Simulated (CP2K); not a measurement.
Two runs for the N K edge of methanimine. Run A: CP2K XAS_TDP, all-electron GAPW, PBEh(45%), aug-cc-pVTZ, TDA, no relativity. Run B differs in one setting.

First lines with a strength over 0.0015. A:

| atom | energy (eV) | states | strength, one atom |
| --- | --- | --- | --- |
| N2 (bonded to C and H) | 393.85 | 1 | 0.0550 |
|  | 397.74 | 1 | 0.0150 |
|  | 399.04 | 1 | 0.0027 |
|  | 400.27 | 1 | 0.0083 |
|  | 400.48 | 1 | 0.0041 |

B:

| atom | energy (eV) | states | strength, one atom |
| --- | --- | --- | --- |
| N2 (bonded to C and H) | 398.51 | 1 | 0.0632 |
|  | 403.19 | 1 | 0.0245 |
|  | 405.09 | 1 | 0.0044 |
|  | 405.44 | 1 | 0.0016 |
|  | 405.91 | 1 | 0.0016 |

**Question.** Which was it: scalar relativity switched on, the basis, the functional, GW2X switched on?

The functional (functional from PBEh(45%) to PBEh(60%); the lines alone don't name the new value). A functional moves all lines by electronvolts and changes their spacings and strengths. Against PBEh(45%) in aug-cc-pVTZ, the leading line moves by +4.66 eV, to 398.51 eV; the strength of N2's goes from 0.0550 to 0.0632. The next line of N2 over the strength cut lies 4.68 eV higher, against 3.89.

[Hosts, paths, dates, database ids (printed as entryN), source tags and the programs' standing remarks are cut or masked in the printed files.]
